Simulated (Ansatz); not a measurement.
# AlIn (hypothetical, Fm-3m): thermal expansion from first principles, part 3 of 4

Aim: the lattice, expansion, heat capacity and bulk modulus of AlIn (hypothetical) as it warms. The crystal structure is hypothetical: it was made by swapping elements on a known structure type.

Ansatz 0.2.0; DFT PBE, scalar-relativistic, plane waves, PAW.

So far. Step 2 (Probe on a coarse mesh): The start is under 32 GPa at this level and looks like a metal on this mesh. Step 5 (Tight relaxation): The residual pressure is -0.0031 GPa, small enough for phonons. The relaxed cell has a = 5.799 Å (conventional setting).

### Step 6. Phonons on strained cells, q-mesh 2×2×2

The study relaxes the crystal at several strains, solves the phonons on some of them and minimises the free energy at each temperature (static energy, vibrations, the electrons in a metal, and PV under a set pressure); the q-mesh sets how far the force constants reach.

input.yaml reads:

```yaml
crystal:
  lattice:
    - [0.0, 2.899386079, 2.899386079]
    - [2.899386079, 0.0, 2.899386079]
    - [2.899386079, 2.899386079, 0.0]
  atoms:
    - { symbol: Al, position: [0.5, 0.5, 0.5] }
    - { symbol: In, position: [0.0, 0.0, 0.0] }
kpoints:
  mp_grid: { grid: [12, 12, 12] }
hamiltonian:
  xc: pbe
scf:
  occupations: { method: methfessel_paxton, width: 0.15 }
output:
  eigenvalues: true
phonons:
  method: dfpt
  qmesh: [2, 2, 2]
  temperatures: { t_max: 650.0, t_step: 50 }
  thermal_expansion: {}
```

Run with:

```
ansatz run input.yaml --threads 4 --pin off --max-ram 8192MiB --backend cpu --events-out ev --progress --plain --runs-dir out
```

Numbers of over 12 decimals in the logs are rounded to 6 here.

What it wrote:

```text
The last accepted step is kept in <dir> (removed where the run ends without a failure and the disk answers)
Engine: ansatz 0.2.0, aarch64-unknown-linux-gnu
Pseudopotentials: kind: paw
Pseudopotential: Al, paw, valence charge 3, recommended cutoff 420 eV (normal), Al.paw.azcp
Pseudopotential: In, paw, valence charge 13, recommended cutoff 420 eV (normal), In.paw.azcp
Functional definition: PBE
  parameter kappa = 0.804
  parameter beta = 0.066725
  exchange = pbe_x(kappa = kappa, mu = beta*pi^2/3)
  correlation = pbe_c(beta = beta)
Crystal: 2 atoms, lattice volume = 48.747 Å³
Basis set: ecut = 487.2 eV, 1243 PW (Γ), exchange–correlation on 60×60×60 points (8 copies of the dense FFT grid, shifted against one another)
Bands: 12, of which v1, the nominal top of the filled ones, is band 8 counted from 1 (7 counted from 0)
Symmetry: 48 space group operations
Space group: Fm-3m (ITA 225), of the structure as read, at distance tolerance 3.7e-5 Å
k-points: 72 of 1728
Non-local potential: Al, projectors of the file, l = 0: 2, l = 1: 2, l = 2: 1
Non-local potential: In, projectors of the file, l = 0: 2, l = 1: 2, l = 2: 2, l = 3: 2
PAW form: soft (Blöchl's): semilocal exchange-correlation on the pseudo side does not see the compensation charge
PAW one-centre angular grid: Al, 110 points (default); XC on 64 Gauss nodes
PAW one-centre angular grid: In, 590 points (default); XC on 64 Gauss nodes
Initial density: superposition of atomic densities (neutral atoms: chi_scale 0, normalization atom), corrected by the library's trained network
Initial wavefunctions: pseudopotential atomic-orbital guess
Functional: x = pbe(κ = 0.804, μ = 0.219515), c = pbe(β = 0.066725)
SCF iter   1: F=—  HF=-6134.771266 eV  |F-HF|=—  |Δ(HF+E_count)|=         —  Δρ=1.37e-3  dr2=9.90e-4  ethr=1.77e-3  ⟨swp⟩=5.4  Hψ=5433  notcnv=0
preconditioner: auto → Kerker (q_TF=auto, 2.266 Å⁻¹)  [metal: Δε(μ)=0.074 eV  Ē_g=14.318 eV  σ=0.150 eV  W_gap=0.39  n_scr=14 (ndim 8)  ℏωp=21.3 eV  f_vac=0.000  D(μ)=0.58/eV (n_scr^D=0)]
SCF iter   2: F=—  HF=-6134.770545 eV  |F-HF|=—  |Δ(HF+E_count)|=   7.21e-4  S|Δr|=    0.00e0  Δρ=8.81e-4  dr2=5.65e-4  ethr=6.19e-6  ⟨swp⟩=2.4  Hψ=1895  notcnv=0
SCF iter   3: F=—  HF=-6134.770573 eV  |F-HF|=—  |Δ(HF+E_count)|=   2.79e-5  S|Δr|=    0.00e0  Δρ=5.42e-4  dr2=1.25e-4  ethr=3.53e-6  ⟨swp⟩=2.8  Hψ=1516  notcnv=0
SCF iter   4: F=—  HF=-6134.770567 eV  |F-HF|=—  |Δ(HF+E_count)|=   5.60e-6  S|Δr|=    0.00e0  Δρ=2.73e-4  dr2=2.39e-5  ethr=7.81e-7  ⟨swp⟩=1.0  Hψ=840  notcnv=0
SCF iter   5: F=—  HF=-6134.770551 eV  |F-HF|=—  |Δ(HF+E_count)|=   1.68e-5  S|Δr|=    0.00e0  Δρ=2.37e-5  dr2=1.82e-7  ethr=1.50e-7  ⟨swp⟩=2.2  Hψ=1302  notcnv=0
[...]
E sigma→0 (E₀):  -6134.770912 eV
Entropy (-TS):   0.001447 eV (0.724 meV/atom)
Fermi energy:    7.544741 eV
Step filling:    the computed levels leave a gap of 0.0237 eV = 0.2 smearing widths at the electron count; against every level under it full and every level over it empty, smearing changes F+E_penalty+E_count by +0.548 meV and its σ→0 estimate by +0.186 meV
--- Per-component energies (eV) ---
  E_band       = -44.958266
  E_kinetic    = 262.161718
  E_local      = -1308.016571  (includes V_loc(G=0)·N_el)
  E_nonlocal   = 376.646829
  E_hartree    = 527.523819
  E_xc         = -254.237872
  E_vxc        = -127.063436  (∫ρ·V_xc dr)
  E_paw        = -4620.027991  (= ΣΔE_a)
  E_vpaw       = -303.734574  (= ΣTr[D̂ρ^β])
  E_aug_tail   = 0.000008  (compensation charges beyond the density's cutoff)
  E_ewald      = -1118.821936
  E_smearing   = 0.001447  (= −TS)
  E_closure    = 0.000000  (closes the sum)
  Σ components = -6134.770550   (vs F -6134.770550, Δ=0.00e0)
--- Forces (eV/Å), atoms counted from 1 ---
  atom   1  Al     0.00000000     0.00000000    -0.00000000
  atom   2  In    -0.00000000     0.00000000     0.00000000
  max |Σ_I F_I| component: 1.97e-30 eV/Å
--- Stress (GPa, compression-positive) ---
       -0.006176      -0.000000      -0.000000
        0.000000      -0.006176      -0.000000
        0.000000      -0.000000      -0.006176
  P = ⅓ Tr σ = -0.0062 GPa (-0.062 kbar)
--- Band table (eV; the first three rows and the last of 72) ---
  k-point 0: bands = [... 4 lower, -6.8082, -1.6958, 9.8780, 9.8780, 9.8780, 12.0731, 13.9956, 13.9956]
  k-point 1: bands = [... 4 lower, -6.8054, -1.6011, 8.9769, 9.8502, 9.8502, 12.5257, 13.9359, 14.1521]
  k-point 2: bands = [... 4 lower, -6.7968, -1.3168, 7.4177, 9.7990, 9.7990, 12.5190, 13.5718, 13.5718]
  k-point 71: bands = [... 4 lower, -6.7311, 3.0122, 3.7166, 4.9640, 4.9640, 12.2715, 12.4555, 14.5709]
── thermal expansion: 3 new cells, 3 in all ──
thermal expansion: relaxation of cell 2
thermal expansion: relaxation of cell 3
── thermal expansion: 2 new cells, 5 in all ──
thermal expansion: relaxation of cell 4
thermal expansion: lower-state search of cell 4
thermal expansion: electrons of cell 4
thermal expansion: phonons of cell 4
WARN: thermal expansion: vibrations_at_or_below_zero in the phonons of 1 cell: 4
this run last wrote the structure of step 1 to <dir>
--- Relaxed structure (1 steps of the walk, 1 accepted, 0 SCFs on fresh bases) ---
  F+E_penalty+E_count = -6134.77055049 eV   max|allowed force component| = 2.432e-30 eV/Å
  atoms:
    - { symbol: Al, position: [0.500000, 0.500000, 0.500000] }
    - { symbol: In, position: [0.0, 0.0, 0.0] }
--- Thermal expansion: 5 cells in 2 rounds, 0 GPa ---
  no lower state was reached at cell 4; its state was not examined: fill_not_monotonic
  not told: vibrations stand at or below zero in cell 4 (1.125 modes a cell, the lowest at -47.3 cm⁻¹): the crystal is at no minimum there, or its k-points are too few: type the crystal that it becomes, another pressure, or a denser kpoints.mp_grid, in a new run
  vibrations_at_or_below_zero in the phonons of 1 cell: 4
Error: vibrations stand at or below zero in cell 4 (1.125 modes a cell, the lowest at -47.3 cm⁻¹): the crystal is at no minimum there, or its k-points are too few: type the crystal that it becomes, another pressure, or a denser kpoints.mp_grid, in a new run
[key lines of the parts left out:]
SCF converged after 8 iterations
Free energy (F): -6134.770550 eV
```

Wall time 50 s (4 threads of Arm Neoverse V2, shared host); peak memory 1.1 GiB.

The run ended with an error.

The program's message: “vibrations stand at or below zero in cell 4 (1.125 modes a cell, the lowest at -47.3 cm⁻¹): the crystal is at no minimum there, or its k-points are too few: type the crystal that it becomes, another p …”

### Step 7. Phonons on strained cells, q-mesh 4×4×4

The study relaxes the crystal at several strains, solves the phonons on some of them and minimises the free energy at each temperature (static energy, vibrations, the electrons in a metal, and PV under a set pressure); the q-mesh sets how far the force constants reach.

input.yaml: that of step 6 with these lines changed.

```diff
@@ -18,3 +18,3 @@
   method: dfpt
-  qmesh: [2, 2, 2]
+  qmesh: [4, 4, 4]
   temperatures: { t_max: 650.0, t_step: 50 }
```

What it wrote:

```text
The last accepted step is kept in <dir> (removed where the run ends without a failure and the disk answers)
Engine: ansatz 0.2.0, aarch64-unknown-linux-gnu
Pseudopotentials: kind: paw
Pseudopotential: Al, paw, valence charge 3, recommended cutoff 420 eV (normal), Al.paw.azcp
Pseudopotential: In, paw, valence charge 13, recommended cutoff 420 eV (normal), In.paw.azcp
Functional definition: PBE
  parameter kappa = 0.804
  parameter beta = 0.066725
  exchange = pbe_x(kappa = kappa, mu = beta*pi^2/3)
  correlation = pbe_c(beta = beta)
Crystal: 2 atoms, lattice volume = 48.747 Å³
Basis set: ecut = 487.2 eV, 1243 PW (Γ), exchange–correlation on 60×60×60 points (8 copies of the dense FFT grid, shifted against one another)
Bands: 12, of which v1, the nominal top of the filled ones, is band 8 counted from 1 (7 counted from 0)
Symmetry: 48 space group operations
Space group: Fm-3m (ITA 225), of the structure as read, at distance tolerance 3.7e-5 Å
k-points: 72 of 1728
Non-local potential: Al, projectors of the file, l = 0: 2, l = 1: 2, l = 2: 1
Non-local potential: In, projectors of the file, l = 0: 2, l = 1: 2, l = 2: 2, l = 3: 2
PAW form: soft (Blöchl's): semilocal exchange-correlation on the pseudo side does not see the compensation charge
PAW one-centre angular grid: Al, 110 points (default); XC on 64 Gauss nodes
PAW one-centre angular grid: In, 590 points (default); XC on 64 Gauss nodes
Initial density: superposition of atomic densities (neutral atoms: chi_scale 0, normalization atom), corrected by the library's trained network
Initial wavefunctions: pseudopotential atomic-orbital guess
Functional: x = pbe(κ = 0.804, μ = 0.219515), c = pbe(β = 0.066725)
SCF iter   1: F=—  HF=-6134.771266 eV  |F-HF|=—  |Δ(HF+E_count)|=         —  Δρ=1.37e-3  dr2=9.90e-4  ethr=1.77e-3  ⟨swp⟩=5.4  Hψ=5433  notcnv=0
preconditioner: auto → Kerker (q_TF=auto, 2.266 Å⁻¹)  [metal: Δε(μ)=0.074 eV  Ē_g=14.318 eV  σ=0.150 eV  W_gap=0.39  n_scr=14 (ndim 8)  ℏωp=21.3 eV  f_vac=0.000  D(μ)=0.58/eV (n_scr^D=0)]
SCF iter   2: F=—  HF=-6134.770545 eV  |F-HF|=—  |Δ(HF+E_count)|=   7.21e-4  S|Δr|=    0.00e0  Δρ=8.81e-4  dr2=5.65e-4  ethr=6.19e-6  ⟨swp⟩=2.4  Hψ=1895  notcnv=0
SCF iter   3: F=—  HF=-6134.770573 eV  |F-HF|=—  |Δ(HF+E_count)|=   2.79e-5  S|Δr|=    0.00e0  Δρ=5.42e-4  dr2=1.25e-4  ethr=3.53e-6  ⟨swp⟩=2.8  Hψ=1516  notcnv=0
SCF iter   4: F=—  HF=-6134.770567 eV  |F-HF|=—  |Δ(HF+E_count)|=   5.60e-6  S|Δr|=    0.00e0  Δρ=2.73e-4  dr2=2.39e-5  ethr=7.81e-7  ⟨swp⟩=1.0  Hψ=840  notcnv=0
SCF iter   5: F=—  HF=-6134.770551 eV  |F-HF|=—  |Δ(HF+E_count)|=   1.68e-5  S|Δr|=    0.00e0  Δρ=2.37e-5  dr2=1.82e-7  ethr=1.50e-7  ⟨swp⟩=2.2  Hψ=1302  notcnv=0
[...]
E sigma→0 (E₀):  -6134.770912 eV
Entropy (-TS):   0.001447 eV (0.724 meV/atom)
Fermi energy:    7.544741 eV
Step filling:    the computed levels leave a gap of 0.0237 eV = 0.2 smearing widths at the electron count; against every level under it full and every level over it empty, smearing changes F+E_penalty+E_count by +0.548 meV and its σ→0 estimate by +0.186 meV
--- Per-component energies (eV) ---
  E_band       = -44.958266
  E_kinetic    = 262.161718
  E_local      = -1308.016571  (includes V_loc(G=0)·N_el)
  E_nonlocal   = 376.646829
  E_hartree    = 527.523819
  E_xc         = -254.237872
  E_vxc        = -127.063436  (∫ρ·V_xc dr)
  E_paw        = -4620.027991  (= ΣΔE_a)
  E_vpaw       = -303.734574  (= ΣTr[D̂ρ^β])
  E_aug_tail   = 0.000008  (compensation charges beyond the density's cutoff)
  E_ewald      = -1118.821936
  E_smearing   = 0.001447  (= −TS)
  E_closure    = 0.000000  (closes the sum)
  Σ components = -6134.770550   (vs F -6134.770550, Δ=0.00e0)
--- Forces (eV/Å), atoms counted from 1 ---
  atom   1  Al     0.00000000     0.00000000    -0.00000000
  atom   2  In    -0.00000000     0.00000000     0.00000000
  max |Σ_I F_I| component: 1.97e-30 eV/Å
--- Stress (GPa, compression-positive) ---
       -0.006176      -0.000000      -0.000000
        0.000000      -0.006176      -0.000000
        0.000000      -0.000000      -0.006176
  P = ⅓ Tr σ = -0.0062 GPa (-0.062 kbar)
--- Band table (eV; the first three rows and the last of 72) ---
  k-point 0: bands = [... 4 lower, -6.8082, -1.6958, 9.8780, 9.8780, 9.8780, 12.0731, 13.9956, 13.9956]
  k-point 1: bands = [... 4 lower, -6.8054, -1.6011, 8.9769, 9.8502, 9.8502, 12.5257, 13.9359, 14.1521]
  k-point 2: bands = [... 4 lower, -6.7968, -1.3168, 7.4177, 9.7990, 9.7990, 12.5190, 13.5718, 13.5718]
  k-point 71: bands = [... 4 lower, -6.7311, 3.0122, 3.7166, 4.9640, 4.9640, 12.2715, 12.4555, 14.5709]
── thermal expansion: 3 new cells, 3 in all ──
thermal expansion: relaxation of cell 2
thermal expansion: relaxation of cell 3
── thermal expansion: 2 new cells, 5 in all ──
thermal expansion: relaxation of cell 4
thermal expansion: lower-state search of cell 4
thermal expansion: electrons of cell 4
thermal expansion: phonons of cell 4
WARN: thermal expansion: vibrations_at_or_below_zero in the phonons of 1 cell: 4
this run last wrote the structure of step 1 to <dir>
--- Relaxed structure (1 steps of the walk, 1 accepted, 0 SCFs on fresh bases) ---
  F+E_penalty+E_count = -6134.77055049 eV   max|allowed force component| = 2.432e-30 eV/Å
  atoms:
    - { symbol: Al, position: [0.500000, 0.500000, 0.500000] }
    - { symbol: In, position: [0.0, 0.0, 0.0] }
--- Thermal expansion: 5 cells in 2 rounds, 0 GPa ---
  no lower state was reached at cell 4; its state was not examined: fill_not_monotonic
  not told: vibrations stand at or below zero in cell 4 (1.078 modes a cell, the lowest at -49.5 cm⁻¹): the crystal is at no minimum there, or its k-points are too few: type the crystal that it becomes, another pressure, or a denser kpoints.mp_grid, in a new run
  vibrations_at_or_below_zero in the phonons of 1 cell: 4
Error: vibrations stand at or below zero in cell 4 (1.078 modes a cell, the lowest at -49.5 cm⁻¹): the crystal is at no minimum there, or its k-points are too few: type the crystal that it becomes, another pressure, or a denser kpoints.mp_grid, in a new run
[key lines of the parts left out:]
SCF converged after 8 iterations
Free energy (F): -6134.770550 eV
```

Elapsed: 4.6 min, on 4 threads; peak memory 3 GiB.

The run ended with an error.

The program's message: “vibrations stand at or below zero in cell 4 (1.078 modes a cell, the lowest at -49.5 cm⁻¹): the crystal is at no minimum there, or its k-points are too few: type the crystal that it becomes, another p …”

[end of part 3 of 4]

[Logs are printed without paths, hosts, clocks, repeated set-up lines and the standing remarks that a program may print on its own settings, such as how far it seeks lower states.]

[Hosts, paths, dates, database ids (printed as entryN), source tags and the programs' standing remarks are cut or masked in the printed files.]

[A step with changed settings may run another functional than the one named; its input shows which.]
